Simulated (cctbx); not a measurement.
# Mg3FeS4 with cctbx, script by script

Library: cctbx 2025.11. The data are simulated by the first script.

## 1. Simulate the data

run.py:

```python
from cctbx import adptbx, crystal, miller, sgtbx, xray
from cctbx.array_family import flex
from iotbx.shelx import hklf
from scitbx import matrix
import scitbx.random

cs = crystal.symmetry(unit_cell=(5.437, 5.437, 5.437, 90, 90, 90), space_group_symbol='Hall: P -4 2 3')  # P-43m
atoms = [  # label, site, U (iso, or U11 U22 U33 U12 U13 U23 in A^2), occupancy
    ("Fe1", (0, 0, 0), (0.0110, 0.0110, 0.0110, 0.0000, 0.0000, 0.0000), 1),
    ("S1", (0.2492, 0.2492, 0.2492), (0.0166, 0.0166, 0.0166, -0.0007, -0.0007, -0.0007), 1),
    ("Mg1", (0, 0.5, 0.5), (0.0127, 0.0109, 0.0109, 0.0000, 0.0000, 0.0000), 1),
]
xs = xray.structure(crystal_symmetry=cs)
for label, site, u, occ in atoms:
    u = adptbx.u_cif_as_u_star(cs.unit_cell(), u) if isinstance(u, tuple) else u
    xs.add_scatterer(xray.scatterer(label, site=site, u=u, occupancy=occ))
xs.set_inelastic_form_factors(0.71073, "sasaki")
xs.show_summary()
p1 = xs.expand_to_p1()
ms = miller.build_set(p1, anomalous_flag=True, d_min=0.77)
flex.set_random_seed(561135)
scitbx.random.set_random_seed(561135)
ms = ms.select(flex.random_double(ms.size()) < 0.9)
i = ms.structure_factors_from_scatterers(p1, algorithm="direct").f_calc().as_intensity_array().data()
i = i * 40000 / flex.max(i)
sig = flex.sqrt(i + flex.pow2(0.06 * i) + 15 ** 2)
noise = scitbx.random.variate(scitbx.random.normal_distribution())(i.size())
data = ms.array(data=i + sig * noise, sigmas=sig).set_observation_type_xray_intensity()
with open("data.hkl", "w") as f:
    data.export_as_shelx_hklf(f)
print("reflections written:", data.size(), " <I/sigma> = %.1f" % flex.mean(data.data() / data.sigmas()))
for h, a, b in list(data.sort("data"))[:12]:
    print("%4d%4d%4d %9.1f %7.1f" % (h + (a, b)))
```

```console
$ python run.py
```

```text
Number of scatterers: 3
At special positions: 3
Unit cell: (5.437, 5.437, 5.437, 90, 90, 90)
Space group: P -4 3 m (No. 215)
reflections written: 1268  <I/sigma> = 9.7
   0  -2  -2   43952.5  2408.4
  -2   0   2   43782.7  2408.4
   2   2   0   43598.8  2408.4
  -2   0  -2   41539.2  2408.4
   2   0  -2   40690.2  2408.4
  -2   2   0   38781.5  2408.4
   0   2  -2   38320.7  2408.4
   0  -2   2   37597.5  2408.4
   2   0   2   36944.9  2408.4
  -2  -2   0   36807.6  2408.4
   0   2   2   36615.7  2408.4
   1  -1   1   36085.3  1982.1
```

Run time: 0.29 s on 1 thread of Arm Neoverse V2 (shared host), peak memory 0.07 GiB.

## 2. Refinement (refined in the given hand)

run.py:

```python
import math
from cctbx import adptbx, crystal, maptbx, sgtbx, xray
from cctbx.array_family import flex
from cctbx.xray import observations
from iotbx.shelx import hklf
from scitbx.lstbx import normal_eqns_solving
from smtbx import absolute_structure, utils
from smtbx.refinement import constraints, least_squares

cs = crystal.symmetry(unit_cell=(5.437, 5.437, 5.437, 90, 90, 90), space_group_symbol='Hall: P -4 2 3')  # P-43m
atoms = [  # label, site, U (iso, or U11 U22 U33 U12 U13 U23 in A^2), occupancy
    ("Fe1", (0, 0, 0), 0.0200, 1),
    ("S1", (0.2466, 0.2466, 0.2466), 0.0200, 1),
    ("Mg1", (0, 0.5, 0.5), 0.0200, 1),
]
xs = xray.structure(crystal_symmetry=cs)
for label, site, u, occ in atoms:
    u = adptbx.u_cif_as_u_star(cs.unit_cell(), u) if isinstance(u, tuple) else u
    xs.add_scatterer(xray.scatterer(label, site=site, u=u, occupancy=occ))
xs.set_inelastic_form_factors(0.71073, "sasaki")
xs.convert_to_anisotropic()
raw = hklf.reader(file_name="data.hkl").as_miller_arrays(crystal_symmetry=cs, anomalous=True)[0]
merged = raw.eliminate_sys_absent().merge_equivalents()
fo2 = merged.array().set_observation_type_xray_intensity()
print("Rint %.3f, %d unique reflections to %.2f A" % (merged.r_int(), fo2.size(), fo2.d_min()))
for sc in xs.scatterers():
    sc.flags.set_grad_site(True)
    sc.flags.set_grad_u_aniso(sc.flags.use_u_aniso())
    sc.flags.set_grad_u_iso(sc.flags.use_u_iso())
obs = fo2.as_xray_observations()
extra = {}
rep = constraints.reparametrisation(xs, [], utils.connectivity_table(xs), **extra)
ls = least_squares.crystallographic_ls(obs, rep, weighting_scheme=least_squares.mainstream_shelx_weighting(a=0, b=0))
print("cycle     R1     wR2    GooF  max shift (A)")
for cycle in range(8):
    ls.build_up()
    r1, wr2, goof = ls.r1_factor(cutoff_factor=2)[0], ls.wR2(), ls.goof()
    old = xs.sites_cart()
    normal_eqns_solving.levenberg_marquardt_iterations(ls, n_max_iterations=3, tau=1e-06, step_threshold=1e-7)
    big = flex.max((xs.sites_cart() - old).norms())
    print("%4d %7.4f %7.4f %7.3f %9.5f" % (cycle + 1, r1, wr2, goof, big))
    ls.build_up(objective_only=True)
    if abs(ls.wR2() - wr2) < 5e-5 and big < 5e-4:
        break
ls.build_up()
print("final R1 %.4f wR2 %.4f GooF %.3f  parameters %d  data/parameter %.1f" % (ls.r1_factor(cutoff_factor=2)[0], ls.wR2(), ls.goof(), ls.n_parameters, fo2.size() / ls.n_parameters))
cov = ls.covariance_matrix_and_annotations()
su = dict(zip(cov.annotations, (math.sqrt(max(v, 0)) for v in cov.matrix.matrix_packed_u_diagonal())))
a2 = cs.unit_cell().reciprocal_parameters()[0] ** -2
print("atom        x        y        z      Ueq    occ   su(xyz)  su(Uiso or U11)")
for sc in xs.scatterers():
    s = max(su.get(sc.label + k, 0) for k in (".x", ".y", ".z"))
    npd = "" if sc.is_positive_definite_u(cs.unit_cell()) else "  NPD"
    print("%-5s %8.5f %8.5f %8.5f %8.4f %6.3f %8.5f %7.4f%s" % ((sc.label,) + sc.site + (sc.u_iso_or_equiv(cs.unit_cell()), sc.occupancy, s, su.get(sc.label + ".uiso", su.get(sc.label + ".u11", 0) * a2), npd)))
fc = fo2.structure_factors_from_scatterers(xs, algorithm="direct").f_calc()
absolute_structure.flack_analysis(xs, fo2.as_xray_observations()).show()
h = absolute_structure.hooft_analysis(fo2, fc, scale_factor=ls.scale_factor())
print("Hooft y: %.3f(%.0f)  Bijvoet pairs: %d" % (h.hooft_y, 1000 * h.sigma_y, h.n_bijvoet_pairs))
fo = fo2.f_sq_as_f()
fc = fo.structure_factors_from_scatterers(xs, algorithm="direct").f_calc()
diff = fo.f_obs_minus_f_calc(1 / math.sqrt(ls.scale_factor()), fc).average_bijvoet_mates()
m = diff.fft_map(symmetry_flags=maptbx.use_space_group_symmetry, resolution_factor=0.25).apply_volume_scaling()
print("difference map: max %.2f min %.2f rms %.2f" % (m.statistics().max(), m.statistics().min(), m.statistics().sigma()))
peaks = m.peak_search(parameters=maptbx.peak_search_parameters(min_distance_sym_equiv=0.6, max_clusters=6)).all()
near = xs.closest_distances(peaks.sites(), distance_cutoff=4)
sps = cs.special_position_settings(min_distance_sym_equiv=0.5)
for k, (x, h) in enumerate(zip(peaks.sites(), peaks.heights())):
    ss = sps.site_symmetry(x)
    print("Q%-3d %7.4f %7.4f %7.4f %4d %7.2f  %.2f A from %s" % ((k + 1,) + tuple(t % 1 for t in ss.exact_site()) + (ss.multiplicity(), h, near.smallest_distances[k], xs.scatterers()[near.i_seqs[k]].label)))
```

```console
$ python run.py
```

```text
Rint 0.055, 90 unique reflections to 0.78 A
cycle     R1     wR2    GooF  max shift (A)
   1  0.0749  0.2211   8.595   0.02437
   2  0.0094  0.0223   0.865   0.00000
final R1 0.0094 wR2 0.0223 GooF 0.865  parameters 6  data/parameter 15.0
atom        x        y        z      Ueq    occ   su(xyz)  su(Uiso or U11)
Fe1    0.00000  0.00000  0.00000   0.0109  1.000  0.00000  0.0002
S1     0.24919  0.24919  0.24919   0.0164  1.000  0.00003  0.0002
Mg1    0.00000  0.50000  0.50000   0.0111  1.000  0.00000  0.0003
Flack x: 0.03(14)
Hooft y: -0.045(124)  Bijvoet pairs: 33
difference map: max 0.09 min -0.14 rms 0.03
Q1    0.4253  0.4253  0.4253    4    0.09  1.66 A from S1
Q2    0.0748  0.0748  0.4326   12    0.08  1.67 A from S1
Q3    0.3770  0.3770  0.6230    4    0.08  2.26 A from Mg1
Q4    0.2542  0.2542  0.7458    4    0.07  2.34 A from Mg1
Q5    0.1096  0.1096  0.7485   12    0.06  1.61 A from Fe1
Q6    0.0375  0.1265  0.2285   24    0.05  1.34 A from S1
```

Time: 0.48 s.

## 3. Refinement

run.py, as its changes from the last script of this kind:

```diff
@@ -12,3 +12,3 @@
-    ("Fe1", (0, 0, 0), 0.0200, 1),
-    ("S1", (0.2466, 0.2466, 0.2466), 0.0200, 1),
-    ("Mg1", (0, 0.5, 0.5), 0.0200, 1),
+    ("Fe1", (0, 0, 0), 0.0109, 1),
+    ("S1", (0.75081, 0.75081, 0.75081), 0.0164, 1),
+    ("Mg1", (0, 0.5, 0.5), 0.0111, 1),
```

```console
$ python run.py
```

```text
Rint 0.055, 90 unique reflections to 0.78 A
cycle     R1     wR2    GooF  max shift (A)
   1  0.0166  0.0472   1.837   0.00009
   2  0.0142  0.0323   1.257   0.00000
final R1 0.0142 wR2 0.0323 GooF 1.257  parameters 6  data/parameter 15.0
atom        x        y        z      Ueq    occ   su(xyz)  su(Uiso or U11)
Fe1    0.00000  0.00000  0.00000   0.0109  1.000  0.00000  0.0002
S1     0.75080  0.75080  0.75080   0.0165  1.000  0.00005  0.0003
Mg1    0.00000  0.50000  0.50000   0.0112  1.000  0.00000  0.0004
Flack x: 0.97(14)
Hooft y: 1.047(125)  Bijvoet pairs: 33
difference map: max 0.11 min -0.13 rms 0.03
Q1    0.4289  0.4289  0.4289    4    0.11  2.23 A from S1
Q2    0.0726  0.0726  0.4336   12    0.10  2.19 A from S1
Q3    0.2340  0.2340  0.2340    4    0.09  2.20 A from Fe1
Q4    0.3846  0.3846  0.6154    4    0.08  1.27 A from S1
Q5    0.2551  0.2551  0.7449    4    0.07  0.06 A from S1
Q6    0.1039  0.1039  0.2339   12    0.07  1.50 A from Fe1
```

Time: 0.43 s.

This run holds a fault made on purpose: the structure inverted.

## 4. Simulate the data

run.py, as its changes from the last script of this kind:

```diff
@@ -17 +17 @@
-xs.set_inelastic_form_factors(0.71073, "sasaki")
+xs.set_inelastic_form_factors(1.54184, "sasaki")
@@ -20,3 +20,3 @@
-ms = miller.build_set(p1, anomalous_flag=True, d_min=0.77)
-flex.set_random_seed(561135)
-scitbx.random.set_random_seed(561135)
+ms = miller.build_set(p1, anomalous_flag=True, d_min=0.83)
+flex.set_random_seed(903592)
+scitbx.random.set_random_seed(903592)
@@ -25,2 +25,2 @@
-i = i * 40000 / flex.max(i)
-sig = flex.sqrt(i + flex.pow2(0.06 * i) + 15 ** 2)
+i = i * 70000 / flex.max(i)
+sig = flex.sqrt(i + flex.pow2(0.02 * i) + 2 ** 2)
```

```console
$ python run.py
```

```text
Number of scatterers: 3
At special positions: 3
Unit cell: (5.437, 5.437, 5.437, 90, 90, 90)
Space group: P -4 3 m (No. 215)
reflections written: 1067  <I/sigma> = 22.5
   2  -2   0   71983.2  1424.8
   2   2   0   71924.3  1424.8
   0  -2   2   71511.9  1424.8
   2   0   2   71201.6  1424.8
  -2  -2   0   71067.1  1424.8
   2   0  -2   71010.1  1424.8
  -2   0  -2   70536.0  1424.8
   0  -2  -2   69840.1  1424.8
  -2   2   0   69206.9  1424.8
  -2   0   2   68626.3  1424.8
   0   2   2   68255.3  1424.8
   0   2  -2   67554.3  1424.8
```

Time: 0.26 s.

## 5. Refinement (refined in the given hand)

run.py, as its changes from the last script of this kind:

```diff
@@ -12,3 +12,3 @@
-    ("Fe1", (0, 0, 0), 0.0109, 1),
-    ("S1", (0.75081, 0.75081, 0.75081), 0.0164, 1),
-    ("Mg1", (0, 0.5, 0.5), 0.0111, 1),
+    ("Fe1", (0, 0, 0), 0.0200, 1),
+    ("S1", (0.2484, 0.2484, 0.2484), 0.0200, 1),
+    ("Mg1", (0, 0.5, 0.5), 0.0200, 1),
@@ -20 +20 @@
-xs.set_inelastic_form_factors(0.71073, "sasaki")
+xs.set_inelastic_form_factors(1.54184, "sasaki")
```

```console
$ python run.py
```

```text
Rint 0.018, 76 unique reflections to 0.84 A
cycle     R1     wR2    GooF  max shift (A)
   1  0.0538  0.1589  15.144   0.00773
   2  0.0034  0.0098   0.938   0.00000
final R1 0.0034 wR2 0.0098 GooF 0.938  parameters 6  data/parameter 12.7
atom        x        y        z      Ueq    occ   su(xyz)  su(Uiso or U11)
Fe1    0.00000  0.00000  0.00000   0.0110  1.000  0.00000  0.0001
S1     0.24922  0.24922  0.24922   0.0167  1.000  0.00002  0.0001
Mg1    0.00000  0.50000  0.50000   0.0115  1.000  0.00000  0.0001
Flack x: 0.01(3)
Hooft y: 0.017(14)  Bijvoet pairs: 27
difference map: max 0.03 min -0.06 rms 0.01
Q1    0.4307  0.4307  0.4307    4    0.03  1.71 A from S1
Q2    0.1059  0.1059  0.4873   12    0.03  1.70 A from S1
Q3    0.1530  0.5000  0.5000    6    0.02  0.83 A from Mg1
Q4    0.0074  0.4080  0.4080   12    0.02  0.71 A from Mg1
Q5    0.1287  0.2921  0.7079   12    0.02  1.74 A from Mg1
Q6    0.0000  0.2839  0.5000   12    0.02  1.18 A from Mg1
```

Time: 0.48 s.

## 6. Simulate the data

run.py, as its changes from the last script of this kind:

```diff
@@ -17 +17 @@
-xs.set_inelastic_form_factors(1.54184, "sasaki")
+xs.set_inelastic_form_factors(0.71073, "sasaki")
@@ -20,3 +20,3 @@
-ms = miller.build_set(p1, anomalous_flag=True, d_min=0.83)
-flex.set_random_seed(903592)
-scitbx.random.set_random_seed(903592)
+ms = miller.build_set(p1, anomalous_flag=True, d_min=0.77)
+flex.set_random_seed(952980)
+scitbx.random.set_random_seed(952980)
@@ -24,0 +25,4 @@
+law = matrix.sqr((-1, 0, 0, 0, -1, 0, 0, 0, -1))
+mate = flex.miller_index([tuple(matrix.row(h) * law) for h in ms.indices()])
+i2 = ms.customized_copy(indices=mate).structure_factors_from_scatterers(p1, algorithm="direct").f_calc().as_intensity_array().data()
+i = (1 - 0.3) * i + 0.3 * i2
@@ -26 +30 @@
-sig = flex.sqrt(i + flex.pow2(0.02 * i) + 2 ** 2)
+sig = flex.sqrt(i + flex.pow2(0.015 * i) + 15 ** 2)
```

```console
$ python run.py
```

```text
Number of scatterers: 3
At special positions: 3
Unit cell: (5.437, 5.437, 5.437, 90, 90, 90)
Space group: P -4 3 m (No. 215)
reflections written: 1276  <I/sigma> = 22.3
  -2   0  -2   72441.4  1082.9
  -2   0   2   71850.6  1082.9
  -2   2   0   70566.5  1082.9
   0  -2  -2   70536.7  1082.9
   0   2  -2   70437.6  1082.9
   0  -2   2   70396.1  1082.9
   0   2   2   70139.5  1082.9
   2   2   0   70092.4  1082.9
  -2  -2   0   69830.6  1082.9
   2  -2   0   69643.5  1082.9
   2   0   2   69253.4  1082.9
   2   0  -2   68659.6  1082.9
```

It took 0.31 s on 1 thread of Arm Neoverse V2, on a shared host, peak memory 0.07 GiB.

[Logs are printed without paths, hosts, clocks, repeated set-up lines and the standing remarks that a program may print on its own settings, such as how far it seeks lower states.]
